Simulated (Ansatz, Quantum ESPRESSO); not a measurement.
# Evanescent states of CaO, rock salt type, lattice constant set to 4.743 Å, part 2 of 4

Aim: how fast states decay in the gap of CaO, rock salt type, lattice constant set to 4.743 Å.

Quantum ESPRESSO 7.5; plane-wave DFT, LDA, PseudoDojo norm-conserving pseudopotentials; cross-check by Ansatz 0.2.0 with PAW datasets.

So far. Step 2 (Ground state): The run needed 17 iterations to bring the estimated error under 1e-09 Ry.

## (3) Complex bands with pwcond.x

Level of this step: complex band structure by pwcond; plane-wave DFT, LDA, PseudoDojo norm-conserving pseudopotentials (Quantum ESPRESSO).

ikind = 0 solves one period of the crystal for all kz, real and complex, at each energy and k across. ewind and epsproj trim the two-dimensional plane-wave basis; nz1 sets the subslabs.

Contents of cbs.in:

```
&inputcond
  outdir = './out'
  prefixl = 'scf'
  band_file = 'cbs'
  ikind = 0
  ewind = 4.0
  epsproj = 1e-05
  nz1 = 7
  energy0 = 6.9
  denergy = -0.23
/
4
  0.00000000 0.00000000 1.00000000
  0.50000000 0.00000000 1.00000000
  0.50000000 0.50000000 1.00000000
  0.25000000 0.00000000 1.00000000
40
```

Started as:

```console
$ OMP_NUM_THREADS=1 mpirun -n 2 pwcond.x -in cbs.in > cbs.out
```

The program printed:

```text
[banner, memory and clock lines left out]
Program PWCOND v.7.5 starts

          URL

     ./out/scf.save/

     IMPORTANT: XC functional enforced from input :
     Exchange-correlation= PW
                           (   1   4   0   0   0   0   0)
     Any further DFT definition will be discarded
     Please, verify this is what you really want

     Check: negative core charge=   -0.000004
     Reading collected, re-writing distributed wavefunctions

===== INPUT FILE containing the left lead =====

     GEOMETRY:

     lattice parameter (alat)  =       6.3378  a.u.
     the volume                =     360.0195 (a.u.)^3
     the cross section         =      40.1674 (a.u.)^2
     l of the unit cell        =       1.4142 (alat)
     number of atoms/cell      =            4
     number of atomic types    =            2

     crystal axes: (cart. coord. in units of alat)
               a(1) = (  1.0000  0.0000  0.0000 )
               a(2) = (  0.0000  1.0000  0.0000 )
               a(3) = (  0.0000  0.0000  1.4142 )

   Cartesian axes

     site n.     atom                  positions (alat units)
          1        Ca     tau(  1)=(  0.0000  0.0000  1.4142  )
          2        O      tau(  2)=(  0.5000  0.5000  1.4142  )
          3        Ca     tau(  3)=(  0.5000  0.5000  0.7071  )
          4        O      tau(  4)=(  0.0000  0.0000  0.7071  )

     nr1s                      =           36
     nr2s                      =           36
     nr3s                      =           50
     nr1sx                     =           36
     nr2sx                     =           36
     nr3sx                     =           50
     nr1                       =           36
     nr2                       =           36
     nr3                       =           50
     nr1x                      =           36
     nr2x                      =           36
     nr3x                      =           50

 _______________________________
  Radii of nonlocal spheres:

     type       ibeta     ang. mom.          radius (alat units)
       Ca         1         0                    0.2162
       Ca         2         0                    0.2288
       Ca         3         1                    0.2209
       Ca         4         1                    0.2304
       Ca         5         2                    0.2903
       Ca         6         2                    0.2935
       O          1         0                    0.2114
       O          2         0                    0.2130
       O          3         1                    0.2272
       O          4         1                    0.2288
       O          5         2                    0.2146
----- General information -----

----- Complex band structure calculation -----

     nrx                       =           36
     nry                       =           36
     nz1                       =            7

     energy0               =         6.9E+00
     denergy               =        -2.3E-01
     nenergy               =         40
     ecut2d                =         7.2E+01
     ewind                 =         4.0E+00
     epsproj               =         1.0E-05

     number of k_|| points=    4
                       cryst. coord.
        k(    1) = (   0.0000000   0.0000000), wk =   0.2500000
        k(    2) = (   0.5000000   0.0000000), wk =   0.2500000
        k(    3) = (   0.5000000   0.5000000), wk =   0.2500000
        k(    4) = (   0.2500000   0.0000000), wk =   0.2500000
----- Information about left lead -----

     nocros                   =           31
     noins                    =           31
     norb                     =           93
     norbf                    =           93
     nrz                      =           50

      iorb      type   ibeta   ang. mom.   m       position (alat)
        1        1       1        0        1   taunew(   1)=(  0.0000  0.0000  0.0000)
        2        1       2        0        1   taunew(   2)=(  0.0000  0.0000  0.0000)
        3        1       3        1        1   taunew(   3)=(  0.0000  0.0000  0.0000)
        4        1       3        1        2   taunew(   4)=(  0.0000  0.0000  0.0000)
        5        1       3        1        3   taunew(   5)=(  0.0000  0.0000  0.0000)
        6        1       4        1        1   taunew(   6)=(  0.0000  0.0000  0.0000)
        7        1       4        1        2   taunew(   7)=(  0.0000  0.0000  0.0000)
        8        1       4        1        3   taunew(   8)=(  0.0000  0.0000  0.0000)
        9        1       5        2        1   taunew(   9)=(  0.0000  0.0000  0.0000)
       10        1       5        2        2   taunew(  10)=(  0.0000  0.0000  0.0000)
       11        1       5        2        3   taunew(  11)=(  0.0000  0.0000  0.0000)
       12        1       5        2        4   taunew(  12)=(  0.0000  0.0000  0.0000)
       13        1       5        2        5   taunew(  13)=(  0.0000  0.0000  0.0000)
       14        1       6        2        1   taunew(  14)=(  0.0000  0.0000  0.0000)
       15        1       6        2        2   taunew(  15)=(  0.0000  0.0000  0.0000)
       16        1       6        2        3   taunew(  16)=(  0.0000  0.0000  0.0000)
       17        1       6        2        4   taunew(  17)=(  0.0000  0.0000  0.0000)
       18        1       6        2        5   taunew(  18)=(  0.0000  0.0000  0.0000)
       19        2       1        0        1   taunew(  19)=(  0.5000  0.5000  0.0000)
       20        2       2        0        1   taunew(  20)=(  0.5000  0.5000  0.0000)
       21        2       3        1        1   taunew(  21)=(  0.5000  0.5000  0.0000)
       22        2       3        1        2   taunew(  22)=(  0.5000  0.5000  0.0000)
       23        2       3        1        3   taunew(  23)=(  0.5000  0.5000  0.0000)
       24        2       4        1        1   taunew(  24)=(  0.5000  0.5000  0.0000)
       25        2       4        1        2   taunew(  25)=(  0.5000  0.5000  0.0000)
       26        2       4        1        3   taunew(  26)=(  0.5000  0.5000  0.0000)
       27        2       5        2        1   taunew(  27)=(  0.5000  0.5000  0.0000)
       28        2       5        2        2   taunew(  28)=(  0.5000  0.5000  0.0000)
       29        2       5        2        3   taunew(  29)=(  0.5000  0.5000  0.0000)
       30        2       5        2        4   taunew(  30)=(  0.5000  0.5000  0.0000)
       31        2       5        2        5   taunew(  31)=(  0.5000  0.5000  0.0000)
       32        1       1        0        1   taunew(  32)=(  0.5000  0.5000  0.7071)
       33        1       2        0        1   taunew(  33)=(  0.5000  0.5000  0.7071)
       34        1       3        1        1   taunew(  34)=(  0.5000  0.5000  0.7071)
       35        1       3        1        2   taunew(  35)=(  0.5000  0.5000  0.7071)
       36        1       3        1        3   taunew(  36)=(  0.5000  0.5000  0.7071)
       37        1       4        1        1   taunew(  37)=(  0.5000  0.5000  0.7071)
       38        1       4        1        2   taunew(  38)=(  0.5000  0.5000  0.7071)
       39        1       4        1        3   taunew(  39)=(  0.5000  0.5000  0.7071)
       40        1       5        2        1   taunew(  40)=(  0.5000  0.5000  0.7071)
       41        1       5        2        2   taunew(  41)=(  0.5000  0.5000  0.7071)
       42        1       5        2        3   taunew(  42)=(  0.5000  0.5000  0.7071)
       43        1       5        2        4   taunew(  43)=(  0.5000  0.5000  0.7071)
       44        1       5        2        5   taunew(  44)=(  0.5000  0.5000  0.7071)
       45        1       6        2        1   taunew(  45)=(  0.5000  0.5000  0.7071)
       46        1       6        2        2   taunew(  46)=(  0.5000  0.5000  0.7071)
       47        1       6        2        3   taunew(  47)=(  0.5000  0.5000  0.7071)
       48        1       6        2        4   taunew(  48)=(  0.5000  0.5000  0.7071)
       49        1       6        2        5   taunew(  49)=(  0.5000  0.5000  0.7071)
       50        2       1        0        1   taunew(  50)=(  0.0000  0.0000  0.7071)
       51        2       2        0        1   taunew(  51)=(  0.0000  0.0000  0.7071)
       52        2       3        1        1   taunew(  52)=(  0.0000  0.0000  0.7071)
       53        2       3        1        2   taunew(  53)=(  0.0000  0.0000  0.7071)
       54        2       3        1        3   taunew(  54)=(  0.0000  0.0000  0.7071)
       55        2       4        1        1   taunew(  55)=(  0.0000  0.0000  0.7071)
       56        2       4        1        2   taunew(  56)=(  0.0000  0.0000  0.7071)
       57        2       4        1        3   taunew(  57)=(  0.0000  0.0000  0.7071)
       58        2       5        2        1   taunew(  58)=(  0.0000  0.0000  0.7071)
       59        2       5        2        2   taunew(  59)=(  0.0000  0.0000  0.7071)
       60        2       5        2        3   taunew(  60)=(  0.0000  0.0000  0.7071)
       61        2       5        2        4   taunew(  61)=(  0.0000  0.0000  0.7071)
       62        2       5        2        5   taunew(  62)=(  0.0000  0.0000  0.7071)
       63        1       1        0        1   taunew(  63)=(  0.0000  0.0000  1.4142)
       64        1       2        0        1   taunew(  64)=(  0.0000  0.0000  1.4142)
       65        1       3        1        1   taunew(  65)=(  0.0000  0.0000  1.4142)
       66        1       3        1        2   taunew(  66)=(  0.0000  0.0000  1.4142)
       67        1       3        1        3   taunew(  67)=(  0.0000  0.0000  1.4142)
       68        1       4        1        1   taunew(  68)=(  0.0000  0.0000  1.4142)
       69        1       4        1        2   taunew(  69)=(  0.0000  0.0000  1.4142)
       70        1       4        1        3   taunew(  70)=(  0.0000  0.0000  1.4142)
       71        1       5        2        1   taunew(  71)=(  0.0000  0.0000  1.4142)
       72        1       5        2        2   taunew(  72)=(  0.0000  0.0000  1.4142)
       73        1       5        2        3   taunew(  73)=(  0.0000  0.0000  1.4142)
       74        1       5        2        4   taunew(  74)=(  0.0000  0.0000  1.4142)
       75        1       5        2        5   taunew(  75)=(  0.0000  0.0000  1.4142)
       76        1       6        2        1   taunew(  76)=(  0.0000  0.0000  1.4142)
       77        1       6        2        2   taunew(  77)=(  0.0000  0.0000  1.4142)
       78        1       6        2        3   taunew(  78)=(  0.0000  0.0000  1.4142)
       79        1       6        2        4   taunew(  79)=(  0.0000  0.0000  1.4142)
       80        1       6        2        5   taunew(  80)=(  0.0000  0.0000  1.4142)
       81        2       1        0        1   taunew(  81)=(  0.5000  0.5000  1.4142)
       82        2       2        0        1   taunew(  82)=(  0.5000  0.5000  1.4142)
       83        2       3        1        1   taunew(  83)=(  0.5000  0.5000  1.4142)
       84        2       3        1        2   taunew(  84)=(  0.5000  0.5000  1.4142)
       85        2       3        1        3   taunew(  85)=(  0.5000  0.5000  1.4142)
       86        2       4        1        1   taunew(  86)=(  0.5000  0.5000  1.4142)
       87        2       4        1        2   taunew(  87)=(  0.5000  0.5000  1.4142)
       88        2       4        1        3   taunew(  88)=(  0.5000  0.5000  1.4142)
       89        2       5        2        1   taunew(  89)=(  0.5000  0.5000  1.4142)
       90        2       5        2        2   taunew(  90)=(  0.5000  0.5000  1.4142)
       91        2       5        2        3   taunew(  91)=(  0.5000  0.5000  1.4142)
       92        2       5        2        4   taunew(  92)=(  0.5000  0.5000  1.4142)
       93        2       5        2        5   taunew(  93)=(  0.5000  0.5000  1.4142)
 ngper, shell number =          233          34
 ngper, n2d =          233          82
---  E-Ef =    6.9000000  k =    0.0000000   0.0000000
---  ie =          1  ik =          1
 Nchannels of the left tip =            3
 Right moving states:
   k1(2pi/a)   k2(2pi/a)   E-Ef (eV)
   0.2636786  -0.0000000   6.9000000
   0.2636786  -0.0000000   6.9000000
  -0.4825131  -0.0000000   6.9000000
 Left moving states:
   k1(2pi/a)   k2(2pi/a)   E-Ef (eV)
  -0.2636786  -0.0000000   6.9000000
  -0.2636786  -0.0000000   6.9000000
   0.4825131  -0.0000000   6.9000000

---  E-Ef =    6.6700000  k =    0.0000000   0.0000000
---  ie =          2  ik =          1
 Nchannels of the left tip =            3
 Right moving states:
   k1(2pi/a)   k2(2pi/a)   E-Ef (eV)
   0.2109370  -0.0000000   6.6700000
   0.2109370  -0.0000000   6.6700000
   0.4687900  -0.0000000   6.6700000
 Left moving states:
   k1(2pi/a)   k2(2pi/a)   E-Ef (eV)
  -0.2109370  -0.0000000   6.6700000
  -0.2109370  -0.0000000   6.6700000
  -0.4687900  -0.0000000   6.6700000
[... further energies and points left out ...]
---  E-Ef =   -1.8400000  k =    0.2500000   0.0000000
---  ie =         39  ik =          4
 Nchannels of the left tip =            2
 Right moving states:
   k1(2pi/a)   k2(2pi/a)   E-Ef (eV)
  -0.2450479   0.0000000  -1.8400000
  -0.3334129   0.0000000  -1.8400000
 Left moving states:
   k1(2pi/a)   k2(2pi/a)   E-Ef (eV)
   0.2450479   0.0000000  -1.8400000
   0.3334129   0.0000000  -1.8400000

---  E-Ef =   -2.0700000  k =    0.2500000   0.0000000
---  ie =         40  ik =          4
 Nchannels of the left tip =            2
 Right moving states:
   k1(2pi/a)   k2(2pi/a)   E-Ef (eV)
  -0.3576691   0.0000000  -2.0700000
  -0.4358349   0.0000000  -2.0700000
 Left moving states:
   k1(2pi/a)   k2(2pi/a)   E-Ef (eV)
   0.3576691   0.0000000  -2.0700000
   0.4358349  -0.0000000  -2.0700000

Note: The following floating-point exceptions are signalling: IEEE_UNDERFLOW_FLAG
Note: The following floating-point exceptions are signalling: IEEE_UNDERFLOW_FLAG
```

Elapsed: 3.2 min, on 2 MPI ranks of Arm Neoverse N1, shared host; peak memory 0.11 GiB; 6.4 min of CPU time.

Numbers from this step:

```
peak of the smallest κ at the zone centre : 0.309 Å⁻¹
energy of the peak at the zone centre     : 2.53 eV
peak of the smallest κ at (1/2, 0)        : 0.586 Å⁻¹
peak of the smallest κ at (1/2, 1/2)      : 0.38 Å⁻¹
peak of the smallest κ at (1/4, 0)        : 0.403 Å⁻¹
```

K across = (0, 0) in the cell's reciprocal vectors; values within 0.0025 1/Å of each other count once, columns are sorted by size at each energy, a dash where no further value was kept. The Im kz of the slowest decaying states by energy, zero at the highest filled level of the SCF mesh:

| energy (eV) | decay 1 (Å⁻¹) | decay 2 (Å⁻¹) | decay 3 (Å⁻¹) |
| --- | --- | --- | --- |
| -2.07 | 0.221 | 1.00 | 1.32 |
| -1.84 | 0.076 | 0.962 | 1.30 |
| -1.61 | 0.917 | 1.27 | 1.59 |
| -1.38 | 0.867 | 1.24 | 1.57 |
| -1.15 | 0.177 | 0.807 | 1.22 |
| -0.92 | 0.276 | 0.731 | 1.19 |
| -0.69 | 0.337 | 0.627 | 1.16 |
| -0.46 | 0.381 | 0.433 | 1.13 |
| -0.23 | 0.415 | 0.582 | 1.10 |
| 0.00 | 0.443 | 0.738 | 1.06 |
| 0.46 | 0.186 | 0.455 | 0.486 |
| 0.69 | 0.22 | 0.503 | 0.512 |
| 0.92 | 0.245 | 0.517 | 0.549 |
| 1.15 | 0.264 | 0.53 | 0.574 |
| 1.38 | 0.279 | 0.541 | 0.591 |
| 1.61 | 0.291 | 0.551 | 0.601 |
| 1.84 | 0.299 | 0.559 | 0.608 |
| 2.07 | 0.305 | 0.566 | 0.61 |
| 2.30 | 0.308 | 0.572 | 0.609 |
| 2.53 | 0.309 | 0.575 | 0.606 |
| 2.76 | 0.308 | 0.502 | 0.581 |
| 2.99 | 0.305 | 0.415 | 0.584 |
| 3.22 | 0.299 | 0.303 | 0.581 |
| 3.45 | 0.096 | 0.29 | 0.568 |
| 3.68 | 0.278 | 0.554 | 0.59 |
| 3.91 | 0.262 | 0.537 | 0.59 |
| 4.14 | 0.241 | 0.517 | 0.59 |
| 4.37 | 0.212 | 0.495 | 0.589 |
| 4.83 | 0.093 | 0.442 | 0.585 |
| 5.06 | 0.409 | 0.581 | 0.674 |
| 5.29 | 0.372 | 0.578 | 0.627 |
| 5.52 | 0.327 | 0.573 | 0.581 |
| 5.75 | 0.272 | 0.536 | 0.568 |
| 5.98 | 0.198 | 0.493 | 0.561 |
| 6.21 | 0.049 | 0.451 | 0.554 |
| 6.44 | 0.182 | 0.411 | 0.546 |
| 6.67 | 0.256 | 0.371 | 0.536 |
| 6.90 | 0.307 | 0.33 | 0.525 |

K across = (0, 0) in the cell's reciprocal vectors. Table of Re kz of states that move upwards by energy, zero at the highest filled level of the SCF mesh:

| energy (eV) | channel 1 (Å⁻¹) | channel 2 (Å⁻¹) | channel 3 (Å⁻¹) |
| --- | --- | --- | --- |
| -2.07 | - | - | - |
| -1.84 | - | - | - |
| -1.61 | -0.565 | -0.331 | - |
| -1.38 | -0.475 | -0.163 | - |
| -1.15 | -0.405 | - | - |
| -0.92 | -0.342 | - | - |
| -0.69 | -0.282 | - | - |
| -0.46 | -0.220 | - | - |
| -0.23 | -0.508 | -0.508 | -0.150 |
| 0.00 | -0.0449 | -0.0449 | -0.0229 |
| 0.46 | - | - | - |
| 0.69 | - | - | - |
| 0.92 | - | - | - |
| 1.15 | - | - | - |
| 1.38 | - | - | - |
| 1.61 | - | - | - |
| 1.84 | - | - | - |
| 2.07 | - | - | - |
| 2.30 | - | - | - |
| 2.53 | - | - | - |
| 2.76 | - | - | - |
| 2.99 | - | - | - |
| 3.22 | - | - | - |
| 3.45 | - | - | - |
| 3.68 | 0.274 | - | - |
| 3.91 | 0.402 | - | - |
| 4.14 | 0.501 | - | - |
| 4.37 | 0.587 | - | - |
| 4.83 | -0.588 | - | - |
| 5.06 | -0.518 | 0.125 | - |
| 5.29 | -0.448 | 0.214 | - |
| 5.52 | -0.377 | 0.287 | - |
| 5.75 | -0.300 | 0.356 | - |
| 5.98 | -0.210 | 0.423 | - |
| 6.21 | -0.0563 | 0.490 | - |
| 6.44 | 0.192 | 0.192 | 0.556 |
| 6.67 | 0.279 | 0.279 | 0.621 |
| 6.90 | -0.639 | 0.349 | 0.349 |

K across = (1/2, 0) in the cell's reciprocal vectors; values within 0.0025 1/Å of each other count once, columns are sorted by size at each energy, a dash where no further value was kept. Im kz of the slowest decaying states against energy, zero at the highest filled level of the SCF mesh:

| energy (eV) | decay 1 (Å⁻¹) | decay 2 (Å⁻¹) | decay 3 (Å⁻¹) |
| --- | --- | --- | --- |
| -2.07 | 0.175 | 0.184 | 0.593 |
| -1.84 | 0.309 | 0.315 | 0.507 |
| -1.38 | 0.212 | 0.219 | 0.345 |
| -1.15 | 0.208 | 0.23 | 0.517 |
| -0.92 | 0.499 | 0.504 | 0.56 |
| -0.46 | 0.309 | 0.62 | - |
| -0.23 | 0.361 | 0.639 | 0.642 |
| 0.00 | 0.398 | 0.654 | - |
| 0.46 | 0.449 | 0.671 | - |
| 0.69 | 0.468 | 0.675 | 0.791 |
| 0.92 | 0.484 | 0.676 | 0.801 |
| 1.38 | 0.51 | 0.672 | 0.813 |
| 1.61 | 0.521 | 0.666 | 0.815 |
| 1.84 | 0.531 | 0.658 | - |
| 2.30 | 0.552 | 0.633 | - |
| 2.53 | 0.567 | 0.611 | 0.614 |
| 2.99 | 0.58 | 0.8 | - |
| 3.22 | 0.574 | 0.794 | 1.54 |
| 3.45 | 0.566 | 0.786 | 1.51 |
| 3.91 | 0.547 | 0.767 | 1.46 |
| 4.14 | 0.535 | 0.755 | 1.43 |
| 4.37 | 0.522 | 0.743 | 1.40 |
| 4.83 | 0.49 | 0.715 | 1.34 |
| 5.06 | 0.471 | 0.699 | 1.31 |
| 5.29 | 0.449 | 0.681 | 1.27 |
| 5.75 | 0.395 | 0.641 | 1.20 |
| 5.98 | 0.359 | 0.617 | - |
| 6.21 | 0.313 | 0.592 | 1.10 |
| 6.67 | 0.312 | 0.53 | 0.986 |
| 6.90 | 0.291 | 0.493 | 0.908 |

K across = (1/2, 1/2) in the cell's reciprocal vectors; values within 0.0025 1/Å of each other count once, columns are sorted by size at each energy, a dash where no further value was kept. The Im kz of the slowest decaying states by energy, zero at the highest filled level of the SCF mesh:

| energy (eV) | decay 1 (Å⁻¹) | decay 2 (Å⁻¹) | decay 3 (Å⁻¹) |
| --- | --- | --- | --- |
| -2.07 | 0.341 | 0.828 | 2.06 |
| -1.61 | 0.212 | 0.676 | 2.03 |
| -1.15 | 0.75 | 1.99 | 2.35 |
| -0.69 | 0.932 | 1.96 | 2.33 |
| -0.46 | 0.979 | 1.94 | 2.31 |
| 0.00 | 0.225 | 0.269 | 1.04 |
| 0.46 | 0.315 | 0.35 | 1.08 |
| 0.92 | 0.369 | 0.377 | 1.11 |
| 1.38 | 0.377 | 0.405 | 1.13 |
| 1.84 | 0.358 | 0.431 | 1.15 |
| 2.30 | 0.321 | 0.449 | 1.16 |
| 2.53 | 0.294 | 0.456 | 1.16 |
| 2.99 | 0.22 | 0.465 | 1.16 |
| 3.45 | 0.049 | 0.47 | 1.16 |
| 3.91 | 0.471 | 1.16 | 1.52 |
| 4.37 | 0.468 | 1.16 | 1.47 |
| 4.83 | 0.461 | 1.15 | 1.41 |
| 5.29 | 0.451 | 1.14 | 1.35 |
| 5.52 | 0.444 | 1.14 | 1.31 |
| 5.98 | 0.426 | 1.13 | 1.25 |
| 6.44 | 0.404 | 1.11 | 1.17 |
| 6.90 | 0.374 | 1.08 | 1.10 |

K across = (1/4, 0) in the cell's reciprocal vectors; values within 0.0025 1/Å of each other count once, columns are sorted by size at each energy, a dash where no further value was kept. The Im kz of the slowest decaying states by energy, zero at the highest filled level of the SCF mesh:

| energy (eV) | decay 1 (Å⁻¹) | decay 2 (Å⁻¹) | decay 3 (Å⁻¹) |
| --- | --- | --- | --- |
| -2.07 | 0.789 | 0.888 | 1.53 |
| -1.61 | 0.647 | 0.773 | 1.49 |
| -1.15 | 0.156 | 0.324 | 0.578 |
| -0.69 | 0.412 | 0.426 | 0.478 |
| -0.46 | 0.351 | 0.436 | 0.481 |
| 0.00 | 0.197 | 0.472 | 0.554 |
| 0.46 | 0.286 | 0.504 | 0.604 |
| 0.92 | 0.334 | 0.529 | 0.623 |
| 1.38 | 0.364 | 0.548 | 0.628 |
| 1.84 | 0.384 | 0.562 | 0.623 |
| 2.30 | 0.396 | 0.572 | 0.609 |
| 2.53 | 0.399 | 0.576 | 0.599 |
| 2.99 | 0.403 | 0.574 | 0.581 |
| 3.45 | 0.401 | 0.54 | 0.584 |
| 3.91 | 0.397 | 0.497 | 0.584 |
| 4.37 | 0.396 | 0.432 | 0.571 |
| 4.83 | 0.344 | 0.372 | 0.526 |
| 5.29 | 0.312 | 0.47 | 0.57 |
| 5.52 | 0.272 | 0.436 | 0.565 |
| 5.98 | 0.086 | 0.127 | 0.352 |
| 6.44 | 0.128 | 0.221 | 0.548 |
| 6.90 | 0.169 | 0.558 | 0.606 |

(Continued in part 3 of 4.)

[Logs are printed without paths, hosts, clocks, repeated set-up lines and the standing remarks that a program may print on its own settings, such as how far it seeks lower states.]

[Hosts, paths, dates, database ids (printed as entryN), source tags and the programs' standing remarks are cut or masked in the printed files.]

[Maps of the electrostatic potential energy from Ansatz leave out the sawtooth potential of an applied field or a dipole correction, so their vacuum need not be flat; planar profiles and work functions include it.]
